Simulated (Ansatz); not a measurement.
**Phonons of TiSi2 (Zhiqinite, Fddd) against volume**

Wanted: Grüneisen parameters and pressure coefficients of the modes of TiSi2 (Zhiqinite, Fddd).

Calculated with Ansatz 0.2.0; DFT LDA, scalar-relativistic, plane waves, PAW; PAW set soft_1.

The database entry behind the starting cell is an old determination (1939), so it need not match the best structure at ambient conditions.

## (1) Starting point

The structure is orthorhombic, space group Fddd (No. 70). The conventional cell has a = 4.773 Å, b = 8.236 Å, c = 8.523 Å, α = 90.00°, β = 90.00°, γ = 90.00°. Si has 5 Ti at 2.54 to 2.75 Å and 5 Si at 2.54 to 2.75 Å nearest. Nearest to Ti lie 10 Si at 2.54 to 2.75 Å. Farther neighbours are not listed.

## (2) Bringing the structure to rest

Harmonic phonons are second derivatives at a point where the forces vanish, and they are wanted at zero stress, so atoms and cell are relaxed first.

File input.yaml:

```yaml
crystal:
  lattice:
    - [0.0, 4.118, 4.2615]
    - [2.3865, 0.0, 4.2615]
    - [2.3865, 4.118, 0.0]
  atoms:
    - { symbol: Si, position: [0.083, 0.417, 0.083] }
    - { symbol: Si, position: [0.417, 0.083, 0.417] }
    - { symbol: Si, position: [0.167, 0.833, 0.167] }
    - { symbol: Si, position: [0.833, 0.167, 0.833] }
    - { symbol: Ti, position: [0.75, 0.75, 0.75] }
    - { symbol: Ti, position: [0.5, 0.5, 0.5] }
kpoints:
  mp_grid: { grid: [10, 10, 10] }
hamiltonian:
  xc: lda
  pseudopotentials: { kind: paw, azcp: { folder: soft_1 }, xc_functional: pbe }
scf:
  occupations: { method: gaussian, width: 0.1 }
output:
  forces: true
  stress: true
  eigenvalues: true
relax:
  adjacent_minimum: "off"
  f_tol: 0.005
  max_steps: 80
  cell: { stress_tol: 0.05 }
```

Command:

```console
ansatz run input.yaml --threads 8 --pin off --max-ram 16384MiB --backend cpu --events-out ev --progress --plain --runs-dir out
```

Numbers of over 12 decimals in the logs are rounded to 6 here.

The program printed:

```text
Engine: ansatz 0.2.0, aarch64-unknown-linux-gnu
Pseudopotentials: kind: paw
Pseudopotential: Si, paw, valence charge 4, recommended cutoff 420 eV (normal), soft_1/Si.paw.azcp
Pseudopotential: Ti, paw, valence charge 12, recommended cutoff 420 eV (normal), soft_1/Ti.paw.azcp
Functional definition: SPW92
  exchange = slater_x
  correlation = pw_c
Crystal: 6 atoms, lattice volume = 83.761 Å³
Basis set: ecut = 420 eV, 1617 PW (Γ)
Bands: 26, of which v1, the nominal top of the filled ones, is band 20 counted from 1 (19 counted from 0)
Symmetry: 8 space group operations
Space group: Fddd (ITA 70), of the structure as read, at distance tolerance 4.4e-5 Å
k-points: 171 of 1000
Non-local potential: Si, projectors of the file, l = 0: 2, l = 1: 2, l = 2: 1
Non-local potential: Ti, projectors of the file, l = 0: 3, l = 1: 2, l = 2: 3, l = 3: 1
PAW form: soft (Blöchl's): semilocal exchange-correlation on the pseudo side does not see the compensation charge
PAW frozen core: Si, regenerated for the run's functional, and the local potential with it (the file was generated under x = pbe(κ = 0.804, μ = 0.219515), c = pbe(β = 0.066725))
PAW frozen core: Ti, regenerated for the run's functional, and the local potential with it (the file was generated under x = pbe(κ = 0.804, μ = 0.219515), c = pbe(β = 0.066725))
PAW one-centre angular grid: Si, 110 points (default); XC on 64 Gauss nodes
PAW one-centre angular grid: Ti, 590 points (default); XC on 64 Gauss nodes
Initial density: superposition of atomic densities (chi_scale 0.1, normalization cell, long waves kept (reshape's long-wave potential 0.00 eV rms))
Initial wavefunctions: pseudopotential atomic-orbital guess
Functional: x = slater, c = lda
SCF iter   1: F=—  HF=-7339.902065 eV  |F-HF|=—  |Δ(HF+E_count)|=         —  Δρ=3.73e-2  dr2=2.31e0  ethr=3.10e-3  ⟨swp⟩=6.2  Hψ=20736  notcnv=0
preconditioner: auto → Kerker (q_TF=auto, 2.412 Å⁻¹)  [metal: Δε(μ)=0.004 eV  Ē_g=6.224 eV  σ=0.100 eV  W_gap=0.02  n_scr=16 (ndim 8)  ℏωp=19.9 eV  f_vac=0.000  D(μ)=2.00/eV (n_scr^D=12)]
SCF iter   2: F=—  HF=-7339.449740 eV  |F-HF|=—  |Δ(HF+E_count)|=   4.52e-1  Δρ=2.27e-2  dr2=7.55e-1  ethr=3.10e-3  ⟨swp⟩=1.8  Hψ=6094  notcnv=0  defer=151
SCF iter   3: F=—  HF=-7339.197110 eV  |F-HF|=—  |Δ(HF+E_count)|=   2.53e-1  Δρ=3.09e-3  dr2=9.58e-3  ethr=1.89e-3  ⟨swp⟩=2.3  Hψ=7111  notcnv=0  defer=231
SCF iter   4: F=—  HF=-7339.194333 eV  |F-HF|=—  |Δ(HF+E_count)|=   2.78e-3  Δρ=8.88e-4  dr2=5.35e-4  ethr=2.39e-5  ⟨swp⟩=2.3  Hψ=7126  notcnv=0  defer=234
SCF iter   5: F=—  HF=-7339.194230 eV  |F-HF|=—  |Δ(HF+E_count)|=   1.03e-4  Δρ=1.63e-4  dr2=2.17e-5  ethr=1.34e-6  ⟨swp⟩=2.0  Hψ=5146  notcnv=0  defer=234
SCF iter   6: F=—  HF=-7339.194226 eV  |F-HF|=—  |Δ(HF+E_count)|=   4.76e-6  Δρ=2.73e-5  dr2=4.79e-7  ethr=5.42e-8  ⟨swp⟩=2.3  Hψ=6049  notcnv=0  defer=234
SCF iter   7: F=-7339.194225 eV  HF=-7339.194225 eV  |F-HF|=1.44e-8  |Δ(HF+E_count)|=   1.25e-7  Δρ=5.61e-6  dr2=2.23e-8  ethr=2.50e-10  ⟨swp⟩=9.9  Hψ=19686  notcnv=0
SCF 1 converged in 7 iterations: F = -7339.194225 eV  dr2 = 2.23e-8
  greatest PAW one-centre occupation: 0.998 electrons in one spin orbital (limit 2), on the Ti atom at site 5 (counted from 0), in its partial waves of l = 0
relax step   1: F+E_penalty+E_count = -7339.19422546 eV  Δ(F+E_penalty+E_count) = +0.000e0 eV  max|allowed force component| = 1.390e-1 eV/Å  Δτ_max = 0.0000 Å  P = -4.937 GPa  Ω = 83.761 Å³  (7 SCF iters, dr2 threshold 1.00e-7 eV, accepted)
Crystal: 6 atoms, lattice volume = 80.768 Å³
Basis set: ecut = 420 eV, 1573 PW (Γ)
Initial density: handed on by an earlier stage of this run
Initial wavefunctions: those handed on with the density
iter 1 solved again at ethr=7.31e-6 eV; its pass at ethr=3.10e-3 eV (dr2=2.92e-3 eV) is discarded
SCF iter   1: F=—  HF=-7339.241877 eV  |F-HF|=—  |Δ(HF+E_count)|=         —  Δρ=1.54e-3  dr2=3.09e-3  ethr=7.31e-6  ⟨swp⟩=1.0  Hψ=24641  notcnv=0
preconditioner: auto → Kerker (q_TF=auto, 2.427 Å⁻¹)  [metal: Δε(μ)=0.017 eV  Ē_g=6.518 eV  σ=0.100 eV  W_gap=0.10  n_scr=16 (ndim 8)  ℏωp=20.2 eV  f_vac=0.000  D(μ)=2.07/eV (n_scr^D=16)]
SCF iter   2: F=—  HF=-7339.241426 eV  |F-HF|=—  |Δ(HF+E_count)|=   4.51e-4  Δρ=9.15e-4  dr2=1.11e-3  ethr=7.31e-6  ⟨swp⟩=1.0  Hψ=4446  notcnv=0
SCF iter   3: F=—  HF=-7339.241086 eV  |F-HF|=—  |Δ(HF+E_count)|=   3.40e-4  Δρ=1.20e-4  dr2=1.57e-5  ethr=2.76e-6  ⟨swp⟩=2.0  Hψ=6233  notcnv=0
SCF iter   4: F=—  HF=-7339.241083 eV  |F-HF|=—  |Δ(HF+E_count)|=   2.93e-6  Δρ=4.47e-5  dr2=1.84e-6  ethr=3.93e-8  ⟨swp⟩=2.0  Hψ=6513  notcnv=0
iter 5 did not close the SCF: its close was put off for the readings that it lacked (scf_convergence_deferred on its scf_iter line)
SCF iter   5: F=-7339.241082 eV  HF=-7339.241082 eV  |F-HF|=8.98e-9  |Δ(HF+E_count)|=   2.81e-7  Δρ=6.72e-6  dr2=3.30e-8  ethr=4.60e-9  ⟨swp⟩=2.3  Hψ=6182  notcnv=0
SCF iter   6: F=-7339.241082 eV  HF=-7339.241082 eV  |F-HF|=1.71e-9  |Δ(HF+E_count)|=   2.70e-9  Δρ=1.86e-6  dr2=2.82e-9  ethr=8.24e-11  ⟨swp⟩=1.7  Hψ=12422  notcnv=0
SCF 2 converged in 6 iterations: F = -7339.241082 eV  dr2 = 2.82e-9
relax step   2: F+E_penalty+E_count = -7339.24108242 eV  Δ(F+E_penalty+E_count) = -4.686e-2 eV  max|allowed force component| = 7.771e-2 eV/Å  Δτ_max = 0.0108 Å  P = +0.366 GPa  Ω = 80.768 Å³  energy of the carried Pulay correction = +3.586e-4 eV  (6 SCF iters, dr2 threshold 6.00e-7 eV, accepted)
Crystal: 6 atoms, lattice volume = 80.947 Å³
Basis set: ecut = 420 eV, 1565 PW (Γ)
iter 1 solved again at ethr=2.67e-6 eV; its pass at ethr=3.10e-3 eV (dr2=1.07e-3 eV) is discarded
SCF iter   1: F=—  HF=-7339.244546 eV  |F-HF|=—  |Δ(HF+E_count)|=         —  Δρ=1.03e-3  dr2=1.22e-3  ethr=2.67e-6  ⟨swp⟩=2.0  Hψ=22672  notcnv=0
preconditioner: auto → Kerker (q_TF=auto, 2.426 Å⁻¹)  [metal: Δε(μ)=0.002 eV  Ē_g=6.520 eV  σ=0.100 eV  W_gap=0.01  n_scr=16 (ndim 8)  ℏωp=20.2 eV  f_vac=0.000  D(μ)=2.05/eV (n_scr^D=12)]
SCF iter   2: F=—  HF=-7339.244275 eV  |F-HF|=—  |Δ(HF+E_count)|=   2.72e-4  Δρ=5.45e-4  dr2=3.60e-4  ethr=2.67e-6  ⟨swp⟩=1.0  Hψ=4449  notcnv=0
SCF iter   3: F=—  HF=-7339.244146 eV  |F-HF|=—  |Δ(HF+E_count)|=   1.29e-4  Δρ=9.88e-5  dr2=1.12e-5  ethr=9.00e-7  ⟨swp⟩=2.4  Hψ=6203  notcnv=0
iter 4 did not close the SCF: its close was put off for the readings that it lacked (scf_convergence_deferred on its scf_iter line)
SCF iter   4: F=-7339.244143 eV  HF=-7339.244143 eV  |F-HF|=1.92e-7  |Δ(HF+E_count)|=   3.24e-6  Δρ=2.34e-5  dr2=3.56e-7  ethr=2.81e-8  ⟨swp⟩=2.2  Hψ=6218  notcnv=0
iter 5 did not close the SCF: its close was put off for the readings that it lacked (scf_convergence_deferred on its scf_iter line)
SCF iter   5: F=-7339.244143 eV  HF=-7339.244143 eV  |F-HF|=3.93e-9  |Δ(HF+E_count)|=   6.09e-8  Δρ=5.86e-6  dr2=1.60e-8  ethr=8.91e-10  ⟨swp⟩=2.6  Hψ=7650  notcnv=0
SCF iter   6: F=-7339.244143 eV  HF=-7339.244143 eV  |F-HF|=4.71e-10  |Δ(HF+E_count)|=   2.31e-9  Δρ=7.96e-7  dr2=6.47e-10  ethr=4.01e-11  ⟨swp⟩=1.1  Hψ=11828  notcnv=0
the search or the solves at the SCF's close seem to have found levels that the self-consistency loop had missed (the run counts 1). By its estimate they hold under 1e-12 electrons; where the run keeps them, the occupations were computed again with them
SCF 3 converged in 6 iterations: F = -7339.244143 eV  dr2 = 6.47e-10
relax step   3: F+E_penalty+E_count = -7339.24414269 eV  Δ(F+E_penalty+E_count) = -3.060e-3 eV  max|allowed force component| = 4.104e-2 eV/Å  Δτ_max = 0.0049 Å  P = +0.160 GPa  Ω = 80.947 Å³  energy of the carried Pulay correction = +3.368e-4 eV  (6 SCF iters, dr2 threshold 6.00e-7 eV, accepted)
[...]
relax step   4: F+E_penalty+E_count = -7339.24464572 eV  Δ(F+E_penalty+E_count) = -5.030e-4 eV  max|allowed force component| = 1.844e-2 eV/Å  Δτ_max = 0.0032 Å  P = +0.011 GPa  Ω = 81.018 Å³  energy of the carried Pulay correction = +3.281e-4 eV  (6 SCF iters, dr2 threshold 3.15e-7 eV, accepted)
[...]
relax step   5: F+E_penalty+E_count = -7339.24479981 eV  Δ(F+E_penalty+E_count) = -1.541e-4 eV  max|allowed force component| = 9.181e-4 eV/Å  Δτ_max = 0.0028 Å  P = -0.001 GPa  Ω = 81.013 Å³  energy of the carried Pulay correction = +3.287e-4 eV  (6 SCF iters, dr2 threshold 1.09e-7 eV, accepted)
Initial wavefunctions: pseudopotential atomic-orbital guess (no wavefunctions were taken with the density)
iter 1 solved again at ethr=2.16e-7 eV; its pass at ethr=3.10e-3 eV (dr2=8.64e-5 eV) is discarded
SCF iter   1: F=—  HF=-7339.244449 eV  |F-HF|=—  |Δ(HF+E_count)|=         —  Δρ=2.73e-5  dr2=6.06e-8  ethr=2.16e-7  ⟨swp⟩=3.0  Hψ=32734  notcnv=0
eigensolver tolerance schedule: the retry pair's looser diagonalisation over-reported the residual by 1425.67 of it (diagonalisation noise at 0.11 of the residual, at the tolerance the schedule requests for it); recorded, not acted on — ethr = c·dr2/N_el stays at c = 1.0e-1
preconditioner: auto → Kerker (q_TF=auto, 2.426 Å⁻¹)  [metal: Δε(μ)=0.013 eV  Ē_g=6.510 eV  σ=0.100 eV  W_gap=0.07  n_scr=16 (ndim 8)  ℏωp=20.2 eV  f_vac=0.000  D(μ)=2.09/eV (n_scr^D=16)]
SCF iter   2: F=—  HF=-7339.244451 eV  |F-HF|=—  |Δ(HF+E_count)|=   1.88e-6  Δρ=1.44e-5  dr2=1.68e-8  ethr=1.51e-10  ⟨swp⟩=2.3  Hψ=7049  notcnv=0
iter 3 did not close the SCF: its close was put off for the readings that it lacked (scf_convergence_deferred on its scf_iter line)
SCF iter   3: F=-7339.244451 eV  HF=-7339.244451 eV  |F-HF|=3.64e-12  |Δ(HF+E_count)|=   2.21e-8  Δρ=1.46e-7  dr2=1.02e-11  ethr=4.19e-11  ⟨swp⟩=1.0  Hψ=4466  notcnv=0
iter 4 did not close the SCF: its close was put off for the readings that it lacked (scf_convergence_deferred on its scf_iter line)
SCF iter   4: F=-7339.244451 eV  HF=-7339.244451 eV  |F-HF|=1.82e-12  |Δ(HF+E_count)|=  1.82e-12  Δρ=4.25e-8  dr2=9.21e-13  ethr=1.00e-12  ⟨swp⟩=1.0  Hψ=4489  notcnv=0
iter 5 did not close the SCF: its close was put off for the readings that it lacked (scf_convergence_deferred on its scf_iter line)
SCF iter   5: F=-7339.244451 eV  HF=-7339.244451 eV  |F-HF|=9.09e-13  |Δ(HF+E_count)|=  9.09e-13  Δρ=7.58e-9  dr2=4.83e-14  ethr=1.00e-12  ⟨swp⟩=1.0  Hψ=4446  notcnv=0
iter 6 did not close the SCF: its close was put off for the readings that it lacked (scf_convergence_deferred on its scf_iter line)
SCF iter   6: F=-7339.244451 eV  HF=-7339.244451 eV  |F-HF|=1.82e-12  |Δ(HF+E_count)|=  9.09e-13  Δρ=1.41e-9  dr2=1.45e-15  ethr=1.00e-12  ⟨swp⟩=1.0  Hψ=4446  notcnv=0
SCF iter   7: F=-7339.244451 eV  HF=-7339.244451 eV  |F-HF|=9.09e-13  |Δ(HF+E_count)|=  9.09e-13  Δρ=5.13e-10  dr2=1.82e-16  ethr=1.00e-12  ⟨swp⟩=1.1  Hψ=9633  notcnv=0
SCF 6 converged in 7 iterations: F = -7339.244451 eV  dr2 = 1.82e-16
relax step   6: F+E_penalty+E_count = -7339.24445095 eV  Δ(F+E_penalty+E_count) = +3.489e-4 eV  max|allowed force component| = 9.169e-4 eV/Å  Δτ_max = 0.0000 Å  P = +0.002 GPa  Ω = 81.013 Å³  stress off target by 1.99e-2 GPa  SCF on the basis re-selected at this cell (its energy is not comparable with the rows above)  (7 SCF iters)
basis re-selected at this cell: Δ(F+E_penalty+E_count) = +3.489e-4 eV, ΔP = +0.003 GPa vs the last step (what re-selecting the basis moved, of the pressure what is left beyond the Pulay correction that the steps carried, after the strain that the cell walked since its last selection, with what the two solves' SCF thresholds leave and, on support functions, any second-order correction that the steps lacked; it is no m [...]
SCF converged after 7 iterations
Free energy (F): -7339.244451 eV
Harris-Foulkes:  -7339.244451 eV  (|F-HF|=9.09e-13)
Internal energy: -7339.234022 eV  (E = F + TS)
E sigma→0 (E₀):  -7339.239236 eV
Entropy (-TS):   -0.010429 eV (-1.738 meV/atom)
Fermi energy:    12.833267 eV
--- Per-component energies (eV) ---
  E_band       = -198.924461
  E_kinetic    = 740.710573
  E_local      = -2111.249632  (includes V_loc(G=0)·N_el)
  E_nonlocal   = 225.071108
  E_hartree    = 899.684448
  E_xc         = -463.827061
  E_vxc        = -494.752316  (∫ρ·V_xc dr)
  E_paw        = -3927.842024  (= ΣΔE_a)
  E_vpaw       = -358.073075  (= ΣTr[D̂ρ^β])
  E_aug_tail   = -0.000017  (compensation charges beyond the density's cutoff)
  E_ewald      = -2702.770641
  E_core_change = 0.989225  (= ΣΔE_core)
  E_smearing   = -0.010429  (= −TS)
  E_closure    = -0.000000  (closes the sum)
  Σ components = -7339.244451   (vs F -7339.244451, Δ=0.00e0)
--- Forces (eV/Å), atoms counted from 1 ---
  atom   1  Si    -0.00000000     0.00091687     0.00000000
  atom   2  Si     0.00000000    -0.00091687    -0.00000000
  atom   3  Si     0.00000000    -0.00091687     0.00000000
  atom   4  Si     0.00000000     0.00091687     0.00000000
  atom   5  Ti     0.00000000     0.00000000     0.00000000
  atom   6  Ti     0.00000000     0.00000000     0.00000000
  max |Σ_I F_I| component: 0.00e0 eV/Å
--- Stress (GPa, compression-positive) ---
       -0.019893       0.000000       0.000000
        0.000000       0.012406       0.000000
        0.000000       0.000000       0.014824
  P = ⅓ Tr σ = 0.0024 GPa (0.024 kbar)
--- Band table (eV; the first three rows and the last of 171) ---
  k-point 0: bands = [... 16 lower, 10.5353, 10.8659, 11.1196, 11.4768, 11.8748, 14.9524, 16.0955, 16.3844, ... 2 higher]
  k-point 1: bands = [... 16 lower, 10.4981, 10.8067, 11.4728, 11.5005, 11.8559, 14.8446, 16.0463, 16.1131, ... 2 higher]
  k-point 2: bands = [... 16 lower, 10.9156, 11.0515, 11.6488, 11.6865, 12.1307, 14.5346, 15.7393, 15.8257, ... 2 higher]
  k-point 170: bands = [... 16 lower, 11.3017, 11.3017, 11.8200, 11.8200, 13.6262, 13.6262, 16.2045, 16.2045, ... 2 higher]
--- Relaxed structure (5 steps of the walk, 5 accepted, 1 SCFs on fresh bases) ---
  F+E_penalty+E_count = -7339.24445095 eV   max|allowed force component| = 9.169e-4 eV/Å   (the final SCF, on the basis selected at the relaxed cell)
  cell:  # Å, volume = 81.0131 Å³
    - [0.0, 4.062999, 4.216700]
    - [2.364318, 0.0, 4.216700]
    - [2.364318, 4.062999, 0.0]
  atoms:
    - { symbol: Si, position: [0.085640, 0.414360, 0.085640] }
    - { symbol: Si, position: [0.414360, 0.085640, 0.414360] }
    - { symbol: Si, position: [0.164360, 0.835640, 0.164360] }
    - { symbol: Si, position: [0.835640, 0.164360, 0.835640] }
    - { symbol: Ti, position: [0.75, 0.75, 0.750000] }
    - { symbol: Ti, position: [0.5, 0.5, 0.5] }
```

Elapsed: 15 s, on 8 threads of Arm Neoverse V2, shared host; peak memory 0.67 GiB; 1.9 min of CPU time.

Step by step:

| step | energy less that of the first step (eV) | largest force component (eV/Å) | pressure (GPa) | volume (Å³) |
| --- | --- | --- | --- | --- |
| 1 | 0.0000 | 0.1390 | -4.94 | 83.76 |
| 2 | -0.0469 | 0.0777 | 0.37 | 80.77 |
| 3 | -0.0499 | 0.0410 | 0.16 | 80.95 |
| 4 | -0.0504 | 0.0184 | 0.01 | 81.02 |
| 5 | -0.0506 | 0.0009 | 0.00 | 81.01 |
| 6* | -0.0502 | 0.0009 | 0.00 | 81.01 |

Relaxation steps marked * repeat the geometry before them on a plane-wave basis chosen anew for their cell, so energy and pressure can jump there.

Forces are held to the 8 operations that the run works with; a distortion that breaks them can't arise in this run.

| conventional cell, symmetrised | before | after | change |
| --- | --- | --- | --- |
| a (Å) | 4.773 | 4.729 | -0.9 % |
| b (Å) | 8.236 | 8.126 | -1.3 % |
| c (Å) | 8.523 | 8.433 | -1.1 % |
| volume (Å³/atom) | 13.96 | 13.50 | -3.3 % |

The atoms that moved most (Å, as changes of fractional coordinates times the final cell):

| atom | dx | dy | dz | length |
| --- | --- | --- | --- | --- |
| Si2 | 0.000 | -0.021 | 0.000 | 0.021 |
| Si3 | 0.000 | -0.021 | 0.000 | 0.021 |
| Si1 | 0.000 | 0.021 | 0.000 | 0.021 |
| Si4 | 0.000 | 0.021 | 0.000 | 0.021 |

Final coordinates:

```cif
data_structure
_symmetry_space_group_name_H-M 'P 1'
_symmetry_Int_Tables_number 1
_cell_length_a 5.8556
_cell_length_b 4.8343
_cell_length_c 4.7008
_cell_angle_alpha 75.760
_cell_angle_beta 53.151
_cell_angle_gamma 51.089
_cell_volume 81.01
loop_
_atom_site_label
_atom_site_type_symbol
_atom_site_fract_x
_atom_site_fract_y
_atom_site_fract_z
_atom_site_occupancy
Si1 Si 0.08564 0.41436 0.08564 1
Si2 Si 0.41436 0.08564 0.41436 1
Si3 Si 0.16436 0.83564 0.16436 1
Si4 Si 0.83564 0.16436 0.83564 1
Ti5 Ti 0.75000 0.75000 0.75000 1
Ti6 Ti 0.50000 0.50000 0.50000 1
```

This step gave:

```yaml
pressure: 0.002445 GPa
volume_per_atom: 13.50 Å³
gap_on_the_k_mesh: 0 eV
```

In this step the volume went from 13.96 to 13.50 Å³/atom.

## (3) Tight relaxation

Phonons need small forces and stress, so the relaxation is finished with tight tolerances on 12×12×12 k points.

File input.yaml:

```yaml
crystal:
  lattice:
    - [0.0, 4.0629991335, 4.2167003781]
    - [2.364318006, 0.0, 4.2167003781]
    - [2.364318006, 4.0629991335, 0.0]
  atoms:
    - { symbol: Si, position: [0.0856402391, 0.4143597609, 0.0856402391] }
    - { symbol: Si, position: [0.4143597609, 0.0856402391, 0.4143597609] }
    - { symbol: Si, position: [0.1643597609, 0.8356402391, 0.1643597609] }
    - { symbol: Si, position: [0.8356402391, 0.1643597609, 0.8356402391] }
    - { symbol: Ti, position: [0.75, 0.75, 0.75] }
    - { symbol: Ti, position: [0.5, 0.5, 0.5] }
kpoints:
  mp_grid: { grid: [12, 12, 12] }
hamiltonian:
  xc: lda
  pseudopotentials: { kind: paw, azcp: { folder: soft_1 }, xc_functional: pbe }
scf:
  occupations: { method: methfessel_paxton, width: 0.2 }
output:
  forces: true
  stress: true
  eigenvalues: true
relax:
  adjacent_minimum: "off"
  f_tol: 0.001
  max_steps: 60
  cell: { stress_tol: 0.01 }
```

The program printed:

```text
[...]
Crystal: 6 atoms, lattice volume = 81.013 Å³
Basis set: ecut = 420 eV, 1565 PW (Γ)
Bands: 26, of which v1, the nominal top of the filled ones, is band 20 counted from 1 (19 counted from 0)
Symmetry: 8 space group operations
[...]
k-points: 280 of 1728
[...]
cell:  # Å, volume = 80.9827 Å³
    - [0.0, 4.060215, 4.219653]
    - [2.363395, 0.0, 4.219653]
    - [2.363395, 4.060215, 0.0]
  atoms:
    - { symbol: Si, position: [0.085732, 0.414268, 0.085732] }
    - { symbol: Si, position: [0.414268, 0.085732, 0.414268] }
    - { symbol: Si, position: [0.164268, 0.835732, 0.164268] }
    - { symbol: Si, position: [0.835732, 0.164268, 0.835732] }
    - { symbol: Ti, position: [0.750000, 0.750000, 0.75] }
    - { symbol: Ti, position: [0.5, 0.500000, 0.5] }
[key lines of the parts left out:]
SCF converged after 4 iterations
Free energy (F): -7339.238932 eV
Fermi energy:    12.839531 eV
P = ⅓ Tr σ = 0.0001 GPa (0.001 kbar)
```

It took 20 s on 8 threads; peak memory 0.8 GiB; 2.6 min of CPU time.

Little changed from the start: no atom moved by 0.005 Å and no cell edge by 0.1 %.

Numbers from this step:

```yaml
pressure: 1.19e-4 GPa
```

The largest force component left is 0.016 meV/Å and the pressure is 0.000 GPa, within the tolerances set. The cell now holds 13.50 Å³/atom.

(Part 1 of 3 ends here.)

[Logs are printed without paths, hosts, clocks, repeated set-up lines and the standing remarks that a program may print on its own settings, such as how far it seeks lower states.]

[Hosts, paths, dates, database ids (printed as entryN), source tags and the programs' standing remarks are cut or masked in the printed files.]
